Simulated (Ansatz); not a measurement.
# La2O3: optical spectrum from first principles, part 2 of 2

Aim: the dielectric function of La2O3, and the optical constants that follow from it.

Ansatz 0.2.0; DFT, PBE, plane-wave PAW, default files, scalar-relativistic, independent-particle optical response without local fields.

So far. Step 2 (Ground state and bands): There is a gap, 3.84 eV on the path, so no carriers' term is needed. The cell is left with a pressure of 1.9 GPa and forces up to 0.02 eV/Å, as it stands unrelaxed at this level.

## 3. Spectrum

The spectrum is a sum over vertical transitions between filled and empty bands at the fixed density, so many empty bands are needed.

This step: DFT, PBE, plane-wave PAW, default files, scalar-relativistic, independent-particle optical response without local fields (Ansatz 0.2.0).

File input.yaml:

```yaml
crystal:
  lattice:
    - [3.930777878, 0.0, 0.0]
    - [-1.965388939, 3.404153499, 0.0]
    - [0.0, 0.0, 6.11195352]
  atoms:
    - { symbol: La, position: [0.3333333333, 0.6666666667, 0.24623568] }
    - { symbol: La, position: [0.6666666667, 0.3333333333, 0.75376432] }
    - { symbol: O, position: [0.0, 0.0, 0.0] }
    - { symbol: O, position: [0.3333333333, 0.6666666667, 0.64589065] }
    - { symbol: O, position: [0.6666666667, 0.3333333333, 0.35410935] }
kpoints:
  mp_grid: { grid: [7, 7, 4] }
scf:
  occupations: { method: fixed }
hamiltonian:
  xc: pbe
  pseudopotentials: { kind: paw }
output:
  optics:
    e_range: [0, 20]
    de: 0.05
    sigma: 0.1
    nscf_kmesh: { grid: [6, 6, 4] }
    bands: { spectra_wanted_up_to: 20 }
```

Launch:

```
$ ansatz run input.yaml --threads 4 --pin off --max-ram 8192MiB --backend cpu --events-out ev --progress --plain --runs-dir out
```

Output:

```text
[...]
Crystal: 5 atoms, lattice volume = 81.784 Å³
Basis set: ecut = 420 eV, 1641 PW (Γ)
Bands: 25, of which v1, the nominal top of the filled ones, is band 20 counted from 1 (19 counted from 0)
Symmetry: 12 space group operations
[...]
k-points: 28 of 196
[...]
SCF iter   1: F=—  HF=-14212.059132 eV  |F-HF|=—  |Δ(HF+E_count)|=         —  Δρ=2.31e-3  dr2=4.49e-3  ethr=1.77e-3  ⟨swp⟩=4.8  Hψ=2903  notcnv=0  defer=68
[...]
SCF iter  10: F=-14212.060279 eV  HF=-14212.060279 eV  |F-HF|=1.09e-11  |Δ(HF+E_count)|=  2.64e-10  Δρ=8.11e-8  dr2=7.11e-12  ethr=1.00e-12  ⟨swp⟩=11.7  Hψ=3333  notcnv=0
SCF 1 converged in 10 iterations: F = -14212.060279 eV  dr2 = 7.11e-12
[...]
NSCF: frozen V_eff on 24 k-points
output.optics: what the bands over the 61 summed would add to eps1, eps2 and the energy-loss function is held between a lower and an upper bound (10 Lanczos steps). eps1, eps2 and their loss function (loss_summed_bands) are given on every row as the summed bands alone make them. Along an axis, on a row where the two bounds hold the loss function to about 1 % of the greater of itself and 0.5 % of |1/eps|, its cell (loss_completed) is given, with the completed eps1 and eps2 that it is formed of (a cell that is left empty reads nan in the table and null in the record). The two bounds hold it so along every axis on all 401 rows up to 20.000 eV. [rest of the remark cut]
SCF converged after 10 iterations
Free energy (F): -14212.060279 eV
[...]
Internal energy: -14212.060279 eV  (E = F + TS)
E sigma→0 (E₀):  -14212.060279 eV
Fermi energy:    9.692960 eV
[...]
--- Band table (eV; the first three rows and the last of 28) ---
  k-point 0: bands = [... 16 lower, 8.0512, 9.3278, 9.3278, 9.5904, 13.9925, 14.2808, 14.2808, 14.8589, ... 1 higher]
  k-point 1: bands = [... 16 lower, 8.4164, 9.2947, 9.3731, 9.3731, 14.1284, 14.3412, 14.3412, 14.8332, ... 1 higher]
  k-point 2: bands = [... 16 lower, 8.6998, 8.9253, 9.4246, 9.4246, 14.3520, 14.3961, 14.3961, 14.6287, ... 1 higher]
  k-point 27: bands = [... 16 lower, 9.1135, 9.2843, 9.3523, 9.6643, 14.0214, 14.4231, 14.4987, 14.7592, ... 1 higher]
```

Wall time 34 s (4 threads of Arm Neoverse V1, shared host); peak memory 0.99 GiB; 2.2 min of CPU time.

Read-outs:

| Quantity | Value |
| --- | --- |
| electronic dielectric constant ε∞, mean of the axes | 4.971 |
| absorption onset, first axis (α over 10⁴ cm⁻¹, or the direct gap if that lies higher) | 4.090 eV |
| main peak of Im epsilon, first axis | 9.878 eV |
| centre of weight of the strongest loss peak in the window | 13.00 eV |
| least direct gap on the mesh | 3.967 eV |
| bands summed | 61 |
| spectra valid up to | 23.37 eV |
| program's estimate of the k-sum error in Im epsilon | 0.19 % |
| electrons in the f-sum | 29.12 |

The Im ε has structure finer than the step of the table below, so its rows give means over 0.5 eV. Peaks (eV: height): E ∥ x or y 5.00: 4.90, 6.45: 6.64, 7.20: 7.74, 9.90: 8.56, 17.65: 3.11; E ∥ z 5.90: 7.32, 6.55: 6.51, 7.50: 7.60, 9.20: 7.65, 9.90: 6.63, 18.30: 4.06.

Table of Im ε by photon energy; means over each step:

```csv
photon energy (eV),E ∥ x or y,E ∥ z
3.5,0,0
4.0,0.185,0.220
4.5,2.11,2.12
5.0,4.08,3.39
5.5,4.91,6.56
6.0,6.06,6.46
6.5,6.01,5.82
7.0,5.88,5.22
7.5,6.45,6.75
8.0,5.07,4.56
8.5,4.86,4.58
9.0,5.40,6.06
9.5,6.93,6.21
10.0,7.44,5.46
10.5,3.79,2.43
11.0,2.22,1.33
11.5,1.85,1.00
12.0,1.19,0.689
12.5,0.858,0.515
13.0,0.536,0.317
13.5,0.510,0.278
14.0,0.674,0.563
14.5,0.809,0.643
15.0,0.869,0.789
15.5,1.17,1.32
16.0,1.20,1.74
16.5,0.967,1.71
17.0,1.14,1.49
17.5,2.40,2.48
18.0,2.39,3.22
18.5,1.84,3.47
19.0,2.08,2.32
19.5,2.26,2.69
```

Re ε against photon energy:

| photon energy (eV) | E ∥ x or y | E ∥ z |
| --- | --- | --- |
| 0 | 5.00 | 4.91 |
| 1 | 5.08 | 4.98 |
| 2 | 5.32 | 5.23 |
| 3 | 5.88 | 5.79 |
| 4 | 7.57 | 7.52 |
| 5 | 7.34 | 8.98 |
| 6 | 6.03 | 3.93 |
| 7 | 5.06 | 4.01 |
| 8 | 2.14 | 1.22 |
| 9 | 2.02 | 2.57 |
| 10 | -2.18 | -2.79 |
| 11 | -1.99 | -1.41 |
| 12 | -0.903 | -0.166 |
| 13 | 0.0662 | 0.705 |
| 14 | 1.02 | 1.64 |
| 15 | 1.27 | 2.05 |
| 16 | 1.40 | 2.43 |
| 17 | 2.09 | 2.43 |
| 18 | 1.03 | 2.24 |
| 19 | 1.33 | 0.818 |
| 20 | 1.15 | 1.15 |

The refractive index n and extinction k by photon energy:

| photon energy (eV) | n, E ∥ x or y | k, E ∥ x or y | n, E ∥ z | k, E ∥ z |
| --- | --- | --- | --- | --- |
| 0 | 2.24 | 0 | 2.22 | 0 |
| 1 | 2.25 | 0 | 2.23 | 0 |
| 2 | 2.31 | 0 | 2.29 | 0 |
| 3 | 2.42 | 0 | 2.41 | 0 |
| 4 | 2.75 | 0.00215 | 2.74 | 0.0102 |
| 5 | 2.84 | 0.863 | 3.05 | 0.549 |
| 6 | 2.73 | 1.18 | 2.44 | 1.43 |
| 7 | 2.48 | 1.05 | 2.30 | 1.12 |
| 8 | 1.95 | 1.29 | 1.71 | 1.31 |
| 9 | 1.97 | 1.36 | 2.04 | 1.27 |
| 10 | 1.75 | 2.29 | 1.35 | 2.15 |
| 11 | 0.698 | 1.58 | 0.497 | 1.29 |
| 12 | 0.552 | 1.10 | 0.524 | 0.664 |
| 13 | 0.545 | 0.480 | 0.861 | 0.193 |
| 14 | 1.05 | 0.308 | 1.30 | 0.226 |
| 15 | 1.19 | 0.371 | 1.46 | 0.271 |
| 16 | 1.28 | 0.479 | 1.64 | 0.528 |
| 17 | 1.50 | 0.382 | 1.62 | 0.444 |
| 18 | 1.35 | 0.886 | 1.75 | 0.897 |
| 19 | 1.37 | 0.746 | 1.25 | 0.863 |
| 20 | 1.30 | 0.734 | 1.35 | 0.828 |

Values under 1 per cm are given as 1. Table of absorption coefficient by photon energy:

```
photon energy (eV)  E ∥ x or y (1/cm)  E ∥ z (1/cm)
             0.000                  1             1
             0.500                  1             1
             1.000                  1             1
             1.500                  1             1
             2.000                  1             1
             2.500                  1             1
             3.000                  1             1
             3.500                  1             1
             4.000                872          4142
             4.500              1.7e5         1.8e5
             5.000              4.4e5         2.8e5
             5.500              5.2e5         6.7e5
             6.000              7.2e5         8.7e5
             6.500              8.8e5         8.7e5
             7.000              7.5e5         8.0e5
             7.500              1.2e6         1.3e6
             8.000              1.0e6         1.1e6
             8.500              1.0e6         9.8e5
             9.000              1.2e6         1.2e6
             9.500              1.6e6         1.7e6
            10.000              2.3e6         2.2e6
            10.500              2.1e6         1.9e6
            11.000              1.8e6         1.4e6
            11.500              1.5e6         1.1e6
            12.000              1.3e6         8.1e5
            12.500              1.0e6         5.7e5
            13.000              6.3e5         2.5e5
            13.500              4.0e5         1.6e5
            14.000              4.4e5         3.2e5
            14.500              5.0e5         3.4e5
            15.000              5.6e5         4.1e5
            15.500              7.7e5         7.3e5
            16.000              7.8e5         8.6e5
            16.500              6.3e5         1.0e6
            17.000              6.6e5         7.6e5
            17.500              1.2e6         1.3e6
            18.000              1.6e6         1.6e6
            18.500              1.3e6         2.3e6
            19.000              1.4e6         1.7e6
            19.500              1.6e6         1.9e6
            20.000              1.5e6         1.7e6
```

The loss function −Im 1/ε at q → 0 has structure finer than the step of the table below, so its rows give means over 1 eV. Peaks (eV: height): E ∥ x or y 13.0: 1.88, 18.4: 0.407; E ∥ z 12.6: 1.71, 18.9: 0.422.

The loss function −Im 1/ε at q → 0 by energy loss; means over each step:

| energy loss (eV) | E ∥ x or y | E ∥ z |
| --- | --- | --- |
| 3 | 0 | 0 |
| 4 | 0.00710 | 0.00871 |
| 5 | 0.0482 | 0.0407 |
| 6 | 0.0841 | 0.0996 |
| 7 | 0.114 | 0.123 |
| 8 | 0.166 | 0.184 |
| 9 | 0.150 | 0.149 |
| 10 | 0.132 | 0.163 |
| 11 | 0.274 | 0.415 |
| 12 | 0.568 | 1.27 |
| 13 | 1.35 | 0.732 |
| 14 | 0.501 | 0.180 |
| 15 | 0.335 | 0.158 |
| 16 | 0.347 | 0.222 |
| 17 | 0.200 | 0.207 |
| 18 | 0.332 | 0.214 |
| 19 | 0.338 | 0.351 |

Optical constants at common wavelengths, from n + ik = √ε:

| wavelength (nm) | n xy | k xy | R (%) xy | 1/α xy | n z | k z | R (%) z | 1/α z |
| --- | --- | --- | --- | --- | --- | --- | --- | --- |
| 1550 | 2.25 | 0.000 | 14.7 | over 1 mm | 2.23 | 0.000 | 14.4 | over 1 mm |
| 1064 | 2.26 | 0.000 | 14.9 | over 1 mm | 2.24 | 0.000 | 14.6 | over 1 mm |
| 633 | 2.30 | 0.000 | 15.6 | over 1 mm | 2.28 | 0.000 | 15.3 | over 1 mm |
| 405 | 2.43 | 0.000 | 17.4 | over 1 mm | 2.42 | 0.000 | 17.2 | over 1 mm |
| 308 | 2.77 | 0.006 | 22.1 | 4.3 µm | 2.76 | 0.015 | 22.0 | 1.6 µm |
| 248 | 2.84 | 0.862 | 26.7 | 23 nm | 3.05 | 0.549 | 26.9 | 36 nm |
| 193 | 2.50 | 1.326 | 28.6 | 12 nm | 2.45 | 1.210 | 26.7 | 13 nm |

Rows near the edge hang on the gap, which this functional as a rule makes too small, and phonon-assisted absorption over an indirect gap is left out.

A film 1 µm thick would pass 73 % of daylight and look colourless, dimmed by reflection in transmission (x = 0.315, y = 0.331).

At 1064 nm the birefringence n(z) − n(x) is -0.021: the crystal is uniaxial negative at this level.

The first strong peak, at 4.98 eV, fits the second-highest filled and the second-lowest empty band, which run nearly parallel at that distance over 100 % of Γ–M; the match rests on energies alone.

The f-sum over the summed bands holds 29.1 of the cell's 40 electrons outside the frozen cores, 22 of which lie in bands more than 12 eV below the Fermi level, whose transitions come at higher energies. Up to 20 eV the strength has a mean oscillator energy of 9.2 eV, close to the main peak.

## 4. Static response with local fields

A static field by perturbation theory: the induced potential is included, and the Born charges come with it.

This step: DFT, PBE, plane-wave PAW, default files, scalar-relativistic, static field response by perturbation theory with local fields (Ansatz 0.2.0).

Changes to input.yaml since step 3:

```diff
@@ -18,8 +18,2 @@
   pseudopotentials: { kind: paw }
-output:
-  optics:
-    e_range: [0, 20]
-    de: 0.05
-    sigma: 0.1
-    nscf_kmesh: { grid: [6, 6, 4] }
-    bands: { spectra_wanted_up_to: 20 }
+dielectric: {}
```

Output:

```text
[...]
Crystal: 5 atoms, lattice volume = 81.784 Å³
Basis set: ecut = 420 eV, 1641 PW (Γ), exchange–correlation on 54×54×90 points (8 copies of the dense FFT grid, shifted against one another)
Bands: 25, of which v1, the nominal top of the filled ones, is band 20 counted from 1 (19 counted from 0)
Symmetry: 12 space group operations
k-points: 60 of 196 (irreducible under 2 space group operations, time reversal used)
[...]
SCF iter   1: F=—  HF=-14212.058825 eV  |F-HF|=—  |Δ(HF+E_count)|=         —  Δρ=2.31e-3  dr2=4.48e-3  ethr=1.77e-3  ⟨swp⟩=4.6  Hψ=6214  notcnv=0  defer=148
[...]
SCF iter  10: F=-14212.060169 eV  HF=-14212.060169 eV  |F-HF|=5.46e-12  |Δ(HF+E_count)|=  2.64e-10  Δρ=8.49e-8  dr2=7.70e-12  ethr=1.00e-12  ⟨swp⟩=11.6  Hψ=5285  notcnv=0
SCF 1 converged in 10 iterations: F = -14212.060169 eV  dr2 = 7.70e-12
[...]
DFPT response loops at Γ: preconditioner auto → Resta (q_TF=auto, 2.422 Å⁻¹)  ε∞=3.9 (no band partly filled); β = 1.00, the filter's whole step (`scf.mixing.beta` (0.50) is not read by the response loops at its default; to damp them type it under 1.00, their step now; it binds the ground state too); Broyden in place of MSR1
── the response to a field inside a basis, on 8×8×4 k-points: an SCF that follows is theirs, and a resumed run solves both again ──
Bands: 21, of which v1, the nominal top of the filled ones, is band 20 counted from 1 (19 counted from 0)
k-points: 72 of 256 (irreducible under 4 space group operations)
[...]
Eigensolver: Dense (72 Hₖ)
SCF iter   1: F=—  HF=-14212.053400 eV  |F-HF|=—  |Δ(HF+E_count)|=         —  Δρ=3.56e-4  dr2=2.13e-5  ethr=1.00e-1
[...]
SCF iter   4: F=-14212.053406 eV  HF=-14212.053406 eV  |F-HF|=4.07e-8  |Δ(HF+E_count)|=   5.68e-7  Δρ=9.14e-6  dr2=5.95e-8  ethr=2.60e-9
SCF 1 converged in 4 iterations: F = -14212.053406 eV  dr2 = 5.95e-8
[...]
SCF converged after 10 iterations
Free energy (F): -14212.060169 eV
[...]
Internal energy: -14212.060169 eV  (E = F + TS)
E sigma→0 (E₀):  -14212.060169 eV
Fermi energy:    9.692926 eV
[...]
--- Band table (eV; the first three rows and the last of 60) ---
  k-point 0: bands = [... 16 lower, 8.0512, 9.3278, 9.3278, 9.5904, 13.9924, 14.2808, 14.2808, 14.8588, ... 1 higher]
  k-point 1: bands = [... 16 lower, 8.4163, 9.2947, 9.3731, 9.3731, 14.1284, 14.3412, 14.3412, 14.8332, ... 1 higher]
  k-point 2: bands = [... 16 lower, 8.6997, 8.9252, 9.4245, 9.4245, 14.3520, 14.3960, 14.3960, 14.6287, ... 1 higher]
  k-point 59: bands = [... 16 lower, 8.9137, 9.1689, 9.4344, 9.4747, 13.8186, 14.4517, 14.6204, 14.8004, ... 1 higher]
--- Dielectric response (ions clamped): 3 representative field directions + reference, inside a basis on a mesh of 256 k-points (Σ response iterations 15) ---
  ε∞ (high-frequency dielectric tensor):
        4.827395     0.000000     0.000000
        0.000000     4.827395    -0.000000
        0.000000     0.000000     4.727875
  Born effective charges Z* (e; rows j = field, columns β = displacement):
    site 0:
         4.22146   -0.00000    0.00000
        -0.00000    4.22146   -0.00000
         0.00000    0.00000    3.84006
    site 1:
         4.22146   -0.00000    0.00000
        -0.00000    4.22146   -0.00000
         0.00000    0.00000    3.84006
    site 2:
        -2.71539    0.00000   -0.00000
         0.00000   -2.71539    0.00000
        -0.00000   -0.00000   -2.58838
    site 3:
        -2.86377    0.00000   -0.00000
         0.00000   -2.86377   -0.00000
        -0.00000   -0.00000   -2.54587
    site 4:
        -2.86377    0.00000   -0.00000
         0.00000   -2.86377   -0.00000
        -0.00000   -0.00000   -2.54587
  Z* charge neutrality: 1.820e-3 e pre-enforcement
  solved inside a basis spanned on kpoints, on 8×8×4 k-points, its susceptibility summed on 12×12×6: ε∞ is read to err by 1.4e-2, Z* by 1.4e-2 e (field_mesh: kpoints solves on kpoints); Z* is corrected for what the basis lacks
```

Wall time 66 s (4 threads); peak memory 0.8 GiB; 4.2 min of CPU time.

Numbers from this step:

| Property | Result |
| --- | --- |
| electronic dielectric constant ε∞, mean of the axes | 4.794 |

ε∞ with local fields:

```
4.83 0.00 0.00
0.00 4.83 0.00
0.00 0.00 4.73
```

Diagonal elements. Born, by row:

| atom | Z*xx (e) | Z*yy (e) | Z*zz (e) |
| --- | --- | --- | --- |
| La1 | 4.221 | 4.221 | 3.84 |
| La2 | 4.221 | 4.221 | 3.84 |
| O3 | -2.715 | -2.715 | -2.588 |
| O4 | -2.864 | -2.864 | -2.546 |
| O5 | -2.864 | -2.864 | -2.546 |

Mean Born charges are La +4.09 and O -2.73, against formal valences of +3 and -2. That of La exceeds its valence by 36 %, the mark of charge moving along hybridised bonds as the atoms shift.

## 5. Outcome

```yaml
gap_on_the_path: 3.84 eV
least_direct_gap_on_the_path: 3.97 eV
electronic_dielectric_constant_eps_infinity_mean_of_the_axes_independent_particles: 4.97
absorption_onset_first_axis_alpha_over_1e4_cm_minus1_or_the_direct_gap_if_that_lies_higher: 4.09 eV
main_peak_of_im_epsilon_first_axis: 9.88 eV
centre_of_weight_of_the_strongest_loss_peak_in_the_window_first_axis: 13.0 eV
electronic_dielectric_constant_eps_infinity_mean_of_the_axes_static_response_with_local_fields: 4.79
```

In words: At this level (PBE, independent particles) La2O3 has a mean ε∞ = 4.97 (4.79 with local fields) and n = 2.25 at 1550 nm (E ∥ x); absorption sets in near 4.1 eV, and Im ε peaks at 9.9 eV (E ∥ x). The gap is indirect (3.84 eV), so absorption without phonons can begin only at the direct gap of 3.97 eV. The absorption coefficient passes 10⁴ cm⁻¹ at 4.09 eV, in the ultraviolet, so the visible is passed. The strongest loss structure up to 20 eV has its centre of weight at 13.0 eV; a free-electron gas of the 29.1 electrons in the f-sum would put its plasmon at 22.2 eV. Im ε has its chief maxima at 6.43 eV (6.7), 7.22 eV (7.8), 8.84 eV (5.8) and 9.88 eV (8.6) for E ∥ x or y. The first strong peak, at 4.98 eV, fits the second-highest filled and the second-lowest empty band, which run nearly parallel at that distance over 100 % of Γ–M; the match rests on energies alone. A film 1 µm thick would pass 73 % of daylight and look colourless, dimmed by reflection in transmission (x = 0.315, y = 0.331). At 1064 nm the birefringence n(z) − n(x) is -0.021: the crystal is uniaxial negative at this level. In the base spectrum excitons and phonon-assisted transitions are missing, and so are local fields; PBE gaps are as a rule too small, which pulls the onset down and ε∞ up. In the base run ε includes the program's bounded estimate of what the bands above those summed add. Spin-orbit coupling is left out although heavy atoms are present.

[Long decimals in the printed logs are rounded to 6 places.]

[Logs are printed without paths, hosts, clocks, repeated set-up lines and the standing remarks that a program may print on its own settings, such as how far it seeks lower states.]

[Hosts, paths, dates, database ids (printed as entryN), source tags and the programs' standing remarks are cut or masked in the printed files.]

[Where the starting crystal was built by hand or by swapping elements, it need not be the compound's stable phase.]

[The count of steps not shown may lack steps that the program refused or didn't finish.]
